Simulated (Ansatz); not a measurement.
# Binding across the interface in twisted Ti2CO2 MXene bilayer, 32.20° (390 atoms), part 2 of 2

How much energy holds the two parts of twisted Ti2CO2 MXene bilayer, 32.20° (390 atoms) together, and how does it fall off with distance?

Ansatz 0.2.0; Kohn-Sham DFT, PBE+D3(BJ), PAW (set soft_1), plane waves.

The cell: 78 C, 156 Ti and 156 O. The main run has no spin polarisation.

So far. Step 2 (Single point at the start): The r.m.s. force at the start is 0.18 eV/Å. Step 3 (Relaxation): The relaxation converged after 5 steps, 1.62 eV below its start, with a largest force component of 0.015 eV/Å.

### 5. The lower part alone

The lower part (layer 1) is solved alone, atoms held, in the same cell.

input.yaml

```yaml
crystal:
  lattice:
    - [18.9223, 0.0, 0.0]
    - [-9.46115, 16.38719, 0.0]
    - [0.0, 0.0, 23.8]
  atoms:
    - { symbol: C, position: [0.02576, 0.58976, 0.3513] }
    - { symbol: Ti, position: [0.10261, 0.69221, 0.40586] }
    - { symbol: Ti, position: [0.12831, 0.61536, 0.29683] }
    - { symbol: O, position: [0.12835, 0.61522, 0.44386] }
    - { symbol: O, position: [0.10268, 0.69233, 0.25876] }
    - { symbol: C, position: [0.07693, 0.76921, 0.35132] }
    [... 183 atom lines left out ...]
    - { symbol: O, position: [9.0e-05, 0.3333, 0.25879] }
    - { symbol: C, position: [0.97443, 0.41021, 0.35136] }
    - { symbol: Ti, position: [0.05138, 0.51284, 0.40584] }
    - { symbol: Ti, position: [0.07695, 0.43585, 0.29678] }
    - { symbol: O, position: [0.07694, 0.43568, 0.44368] }
    - { symbol: O, position: [0.05133, 0.51275, 0.25875] }
kpoints:
  mp_grid: { grid: [3, 3, 1] }
hamiltonian:
  xc: pbe
  dispersion: d3bj
  pseudopotentials: { kind: paw, azcp: { folder: soft_1 } }
scf:
  occupations: { method: gaussian, width: 0.025 }
output:
  forces: true
  eigenvalues: true
  write_density: true
  write_potential: true
  volumetric_format: npy
```

Started as:

```
$ ansatz run input.yaml --threads 32 --pin off --max-ram 92160MiB --backend cuda --events-out ev --progress --plain --runs-dir out --max-vram 78GiB
```

Numbers of over 12 decimals in the logs are rounded to 6 here.

The program printed:

```text
[...]
GPU FFT provider: cuFFT
GPU libraries: cuBLAS 13.8.1, cuFFT 12.4.0, cuSOLVER 12.3.2
[...]
Crystal: 195 atoms, lattice volume = 7379.983 Å³
Basis set: ecut = 420 eV, 144379 PW (Γ), exchange–correlation on 256×256×320 points (8 copies of the dense FFT grid, shifted against one another)
Bands: 975, of which v1, the nominal top of the filled ones, is band 780 counted from 1 (779 counted from 0)
Symmetry: 1 space group operations
[...]
k-points: 5 of 9 (time reversal used)
[...]
GPU buffer pool allocated for 2621440 grid points (all kernels)
[...]
SCF iter   1: F=—  HF=-249556.537263 eV  |F-HF|=—  |Δ(HF+E_count)|=         —  Δρ=1.18e-1  dr2=1.22e3  ethr=3.10e-3  ⟨swp⟩=8.0  Hψ=21018  notcnv=0  defer=748
[...]
SCF iter  14: F=-249271.887916 eV  HF=-249271.887916 eV  |F-HF|=1.97e-7  |Δ(HF+E_count)|=   2.31e-8  Δρ=3.79e-7  dr2=7.50e-9  ethr=6.41e-12  ⟨swp⟩=12.0  Hψ=33662  notcnv=0
SCF 1 converged in 14 iterations: F = -249271.887916 eV  dr2 = 7.50e-9
[...]
SCF converged after 14 iterations
Free energy (F): -249271.887916 eV
[...]
Internal energy: -249271.887916 eV  (E = F + TS)
E sigma→0 (E₀):  -249271.887916 eV
Fermi energy:    -0.666330 eV
[...]
--- Forces (eV/Å), atoms counted from 1 ---
[... 195 lines of forces left out ...]
  max |Σ_I F_I| component: 3.19e-5 eV/Å
--- Band table (eV; the first three rows and the last of 5) ---
```

The job ended after 50 s (1 × NVIDIA GB200 with 32 threads of Arm Neoverse V2, shared host; peak memory 2.3 GiB; 67 s of CPU time).

### 6. The upper part alone

The upper part (layer 2) is solved alone in the same way.

input.yaml, the sections that differ from step 5:

```yaml
crystal:
  lattice:
    - [18.9223, 0.0, 0.0]
    - [-9.46115, 16.38719, 0.0]
    - [0.0, 0.0, 23.8]
  atoms:
    - { symbol: C, position: [0.08973, 0.40023, 0.64875] }
    - { symbol: Ti, position: [0.9872, 0.32323, 0.70317] }
    - { symbol: Ti, position: [0.01288, 0.42584, 0.5941] }
    - { symbol: O, position: [0.01279, 0.42585, 0.74127] }
    - { symbol: O, position: [0.98731, 0.3234, 0.55614] }
    - { symbol: C, position: [0.03849, 0.52844, 0.64869] }
    [... 183 atom lines left out ...]
    - { symbol: O, position: [0.14102, 0.93874, 0.55626] }
    - { symbol: C, position: [0.1923, 0.14384, 0.64875] }
    - { symbol: Ti, position: [0.08977, 0.06689, 0.7033] }
    - { symbol: Ti, position: [0.11547, 0.16953, 0.594] }
    - { symbol: O, position: [0.11539, 0.16945, 0.74129] }
    - { symbol: O, position: [0.08963, 0.06716, 0.55642] }
# kpoints, hamiltonian, scf, output: as in step 5
```

The program printed:

```text
[...]
GPU FFT provider: cuFFT
GPU libraries: cuBLAS 13.8.1, cuFFT 12.4.0, cuSOLVER 12.3.2
[...]
Crystal: 195 atoms, lattice volume = 7379.983 Å³
Basis set: ecut = 420 eV, 144379 PW (Γ), exchange–correlation on 256×256×320 points (8 copies of the dense FFT grid, shifted against one another)
Bands: 975, of which v1, the nominal top of the filled ones, is band 780 counted from 1 (779 counted from 0)
Symmetry: 1 space group operations
[...]
k-points: 5 of 9 (time reversal used)
[...]
GPU buffer pool allocated for 2621440 grid points (all kernels)
[...]
SCF iter   1: F=—  HF=-249556.542274 eV  |F-HF|=—  |Δ(HF+E_count)|=         —  Δρ=1.18e-1  dr2=1.22e3  ethr=3.10e-3  ⟨swp⟩=8.0  Hψ=20886  notcnv=0  defer=748
[...]
SCF iter  14: F=-249271.887719 eV  HF=-249271.887719 eV  |F-HF|=1.97e-7  |Δ(HF+E_count)|=   7.33e-8  Δρ=3.54e-7  dr2=5.88e-9  ethr=6.41e-12  ⟨swp⟩=12.0  Hψ=33885  notcnv=0
SCF 1 converged in 14 iterations: F = -249271.887719 eV  dr2 = 5.88e-9
[...]
SCF converged after 14 iterations
Free energy (F): -249271.887719 eV
[...]
Internal energy: -249271.887719 eV  (E = F + TS)
E sigma→0 (E₀):  -249271.887719 eV
Fermi energy:    -0.666279 eV
[...]
--- Forces (eV/Å), atoms counted from 1 ---
[... 195 lines of forces left out ...]
  max |Σ_I F_I| component: 2.80e-5 eV/Å
--- Band table (eV; the first three rows and the last of 5) ---
```

Run time: 49 s. Hardware: 1 × NVIDIA GB200 with 32 threads; peak memory 2.3 GiB.

The whole (-498553.424 eV) less the lower (-249271.888 eV) and the upper part (-249271.888 eV) leaves -9.649 eV.

### 7. Upper part moved by +0.3 Å

Moving the upper part rigidly maps the well in which it sits.

input.yaml

```yaml
crystal:
  lattice:
    - [18.9223, 0.0, 0.0]
    - [-9.46115, 16.38719, 0.0]
    - [0.0, 0.0, 23.8]
  atoms:
    - { symbol: C, position: [0.02576, 0.58976, 0.3513] }
    - { symbol: Ti, position: [0.10261, 0.69221, 0.40586] }
    - { symbol: Ti, position: [0.12831, 0.61536, 0.29683] }
    - { symbol: O, position: [0.12835, 0.61522, 0.44386] }
    - { symbol: O, position: [0.10268, 0.69233, 0.25876] }
    - { symbol: C, position: [0.07693, 0.76921, 0.35132] }
    [... 378 atom lines left out ...]
    - { symbol: O, position: [0.14102, 0.93874, 0.56887] }
    - { symbol: C, position: [0.1923, 0.14384, 0.66136] }
    - { symbol: Ti, position: [0.08977, 0.06689, 0.71591] }
    - { symbol: Ti, position: [0.11547, 0.16953, 0.60661] }
    - { symbol: O, position: [0.11539, 0.16945, 0.7539] }
    - { symbol: O, position: [0.08963, 0.06716, 0.56903] }
kpoints:
  mp_grid: { grid: [3, 3, 1] }
hamiltonian:
  xc: pbe
  dispersion: d3bj
  pseudopotentials: { kind: paw, azcp: { folder: soft_1 } }
scf:
  occupations: { method: gaussian, width: 0.025 }
output:
  forces: true
  eigenvalues: true
```

The program printed:

```text
[...]
GPU FFT provider: cuFFT
GPU libraries: cuBLAS 13.8.1, cuFFT 12.4.0, cuSOLVER 12.3.2
[...]
Crystal: 390 atoms, lattice volume = 7379.983 Å³
Basis set: ecut = 420 eV, 144379 PW (Γ), exchange–correlation on 256×256×320 points (8 copies of the dense FFT grid, shifted against one another)
Bands: 1950, of which v1, the nominal top of the filled ones, is band 1560 counted from 1 (1559 counted from 0)
Symmetry: 1 space group operations
[...]
k-points: 5 of 9 (time reversal used)
[...]
GPU buffer pool allocated for 2621440 grid points (all kernels)
[...]
SCF iter   1: F=—  HF=-499117.763612 eV  |F-HF|=—  |Δ(HF+E_count)|=         —  Δρ=1.66e-1  dr2=2.43e3  ethr=3.10e-3  ⟨swp⟩=7.2  Hψ=49408  notcnv=0  defer=1468
[...]
SCF iter   6: F=—  HF=-498552.993013 eV  |F-HF|=—  |Δ(HF+E_count)|=   6.22e-1  Δρ=4.27e-3  dr2=2.45e0  ethr=2.25e-4  ⟨swp⟩=3.6  Hψ=11125  notcnv=0  defer=1086
[...]
SCF iter  17: F=—  HF=-498552.757156 eV  |F-HF|=—  |Δ(HF+E_count)|=   1.37e-7  Δρ=2.11e-6  dr2=4.62e-7  ethr=4.61e-11  ⟨swp⟩=3.0  Hψ=12258  notcnv=0  defer=1086
SCF iter  18: F=-498552.757156 eV  HF=-498552.757156 eV  |F-HF|=7.57e-10  |Δ(HF+E_count)|=   1.18e-7  Δρ=4.27e-7  dr2=1.40e-8  ethr=3.21e-12  ⟨swp⟩=15.8  Hψ=47635  notcnv=0
SCF 1 converged in 18 iterations: F = -498552.757156 eV  dr2 = 1.40e-8
[...]
SCF converged after 18 iterations
Free energy (F): -498552.757156 eV
[...]
Internal energy: -498552.757156 eV  (E = F + TS)
E sigma→0 (E₀):  -498552.757156 eV
Fermi energy:    4.271054 eV
[...]
Σ components = -498552.757156   (vs F -498552.757156, Δ=0.00e0)
--- Forces (eV/Å), atoms counted from 1 ---
[... 390 lines of forces left out ...]
  max |Σ_I F_I| component: 6.24e-5 eV/Å
--- Band table (eV; the first three rows and the last of 5) ---
```

The job ended after 1.8 min (1 × NVIDIA GB200 with 32 threads; peak memory 3.1 GiB; 2.5 min of CPU time).

Upper part moved by +0.3 Å: the energy stands 0.667 eV above that of the reference.

### 8. Upper part moved by -0.3 Å

Another point of the curve.

Input and log are left out; they have the form of those shown for this kind of step.

It took 1.8 min on 1 × NVIDIA GB200 with 32 threads of Arm Neoverse V2, shared host; peak memory 2.9 GiB.

Upper part moved by -0.3 Å: the energy stands 1.43 eV above that of the reference.

### 9. Upper part moved by +0.8 Å

Another point of the curve.

Input and log are left out; they have the form of those shown for this kind of step.

Wall time 1.8 min (1 × NVIDIA GB200 with 32 threads of Arm Neoverse V2, shared host); peak memory 3 GiB.

Upper part moved by +0.8 Å: the energy stands 2.78 eV above that of the reference.

### 10. Upper part moved by +1.6 Å

Another point of the curve.

input.yaml, the sections that differ from step 7:

```yaml
crystal:
  lattice:
    - [18.9223, 0.0, 0.0]
    - [-9.46115, 16.38719, 0.0]
    - [0.0, 0.0, 23.8]
  atoms:
    - { symbol: C, position: [0.02576, 0.58976, 0.3513] }
    - { symbol: Ti, position: [0.10261, 0.69221, 0.40586] }
    - { symbol: Ti, position: [0.12831, 0.61536, 0.29683] }
    - { symbol: O, position: [0.12835, 0.61522, 0.44386] }
    - { symbol: O, position: [0.10268, 0.69233, 0.25876] }
    - { symbol: C, position: [0.07693, 0.76921, 0.35132] }
    [... 378 atom lines left out ...]
    - { symbol: O, position: [0.14102, 0.93874, 0.62349] }
    - { symbol: C, position: [0.1923, 0.14384, 0.71598] }
    - { symbol: Ti, position: [0.08977, 0.06689, 0.77053] }
    - { symbol: Ti, position: [0.11547, 0.16953, 0.66123] }
    - { symbol: O, position: [0.11539, 0.16945, 0.80852] }
    - { symbol: O, position: [0.08963, 0.06716, 0.62365] }
# kpoints, hamiltonian, scf, output: as in step 7
```

The program printed:

```text
[...]
GPU FFT provider: cuFFT
GPU libraries: cuBLAS 13.8.1, cuFFT 12.4.0, cuSOLVER 12.3.2
[...]
Crystal: 390 atoms, lattice volume = 7379.983 Å³
Basis set: ecut = 420 eV, 144379 PW (Γ), exchange–correlation on 256×256×320 points (8 copies of the dense FFT grid, shifted against one another)
Bands: 1950, of which v1, the nominal top of the filled ones, is band 1560 counted from 1 (1559 counted from 0)
Symmetry: 1 space group operations
[...]
k-points: 5 of 9 (time reversal used)
[...]
GPU buffer pool allocated for 2621440 grid points (all kernels)
[...]
SCF iter   1: F=—  HF=-499116.537839 eV  |F-HF|=—  |Δ(HF+E_count)|=         —  Δρ=1.67e-1  dr2=2.44e3  ethr=3.10e-3  ⟨swp⟩=8.0  Hψ=54126  notcnv=0  defer=1444
[...]
SCF iter   6: F=—  HF=-498548.184782 eV  |F-HF|=—  |Δ(HF+E_count)|=   6.95e-1  Δρ=3.93e-3  dr2=2.07e0  ethr=2.12e-4  ⟨swp⟩=4.4  Hψ=12115  notcnv=0  defer=1098
[...]
SCF iter  17: F=—  HF=-498547.941969 eV  |F-HF|=—  |Δ(HF+E_count)|=   6.75e-8  Δρ=1.70e-6  dr2=3.84e-7  ethr=4.61e-11  ⟨swp⟩=2.8  Hψ=10947  notcnv=0  defer=1098
SCF iter  18: F=-498547.941969 eV  HF=-498547.941969 eV  |F-HF|=4.01e-8  |Δ(HF+E_count)|=   2.10e-8  Δρ=9.22e-7  dr2=8.71e-8  ethr=3.21e-12  ⟨swp⟩=16.0  Hψ=44852  notcnv=0
SCF 1 converged in 18 iterations: F = -498547.941969 eV  dr2 = 8.71e-8
[...]
SCF converged after 18 iterations
Free energy (F): -498547.941969 eV
[...]
Internal energy: -498547.941969 eV  (E = F + TS)
E sigma→0 (E₀):  -498547.941969 eV
Fermi energy:    4.272074 eV
[...]
Σ components = -498547.941969   (vs F -498547.941969, Δ=0.00e0)
--- Forces (eV/Å), atoms counted from 1 ---
[... 390 lines of forces left out ...]
  max |Σ_I F_I| component: 3.08e-4 eV/Å
--- Band table (eV; the first three rows and the last of 5) ---
```

The job ended after 1.9 min (1 × NVIDIA GB200 with 32 threads; peak memory 3 GiB; 2.5 min of CPU time).

Upper part moved by +1.6 Å: the energy stands 5.48 eV above that of the reference.

### 11. Upper part moved by +3 Å

Another point of the curve.

Input and log are left out; they have the form of those shown for this kind of step.

Run time: 1.9 min. Hardware: 1 × NVIDIA GB200 with 32 threads of Arm Neoverse V2, shared host; peak memory 3 GiB; 2.5 min of CPU time.

Upper part moved by +3 Å: the energy stands 7.57 eV above that of the reference.

### 12. Interaction energy

Whole cell less its two parts, each frozen at the geometry of the whole and solved in the same cell with the same functional, so that energy zeros cancel. The upper part is 'layer 2' and the lower part 'layer 1'. The nearest atoms of the two parts stand 2.72 Å apart. The face is 310.1 Å².

```tsv
functional	interaction energy (eV)	of it, the added dispersion term (eV)	per area (meV/Å²)	per area (J/m²)	per atom of the upper part (meV)
PBE+D3(BJ)	-9.649	-11.480	-31.1	-0.50	-49.5
```

### 13. Energy against separation

The upper part is moved rigidly along the normal from its place in the reference.

```tsv
shift (Å)	energy change (eV)	per area (meV/Å²)	share of the binding lost (%)	gap (eV)
-0.3	1.435	4.63	-	0.374
+0.0	0.000	0.00	-	0.371
+0.3	0.667	2.15	7	0.371
+0.8	2.783	8.97	29	0.371
+1.6	5.482	17.68	57	0.371
+3.0	7.568	24.40	78	0.371
```

### 14. Levels of whole and parts

```tsv
cell	gap (eV)	vacuum level at the upper face, over the highest filled level, or over E_F where no gap is given (eV)	moment (μB)
whole	0.371	5.82	no spin
lower part	0.372	5.78	no spin
upper part	0.372	5.81	no spin
```

### 15. What came out

The parts bind with 31.1 meV/Å² (9.65 eV for the cell) at the level PBE+D3(BJ), the size of van der Waals binding between sheets. The added dispersion term contributes -11.480 eV, the functional itself 1.831 eV. The curvature over ±0.3 Å is 1.2×10²⁰ N/m³, and the energy rises faster on the near side. At +3.0 Å, 78 % of the binding is lost; the shift also narrows the vacuum to the periodic image. On the run's k-points the gap of the whole, 0.371 eV, lies 2.0e-4 eV under the smaller of the parts'.

Caveats: The parts are frozen, so the energy of their deformation isn't counted. No correction is made for dipoles across the vacuum, and the parts also feel their periodic images through it.

The DFT runs together took 21 min of wall time.

[Logs are printed without paths, hosts, clocks, repeated set-up lines and the standing remarks that a program may print on its own settings, such as how far it seeks lower states.]

[Hosts, paths, dates, database ids (printed as entryN), source tags and the programs' standing remarks are cut or masked in the printed files.]
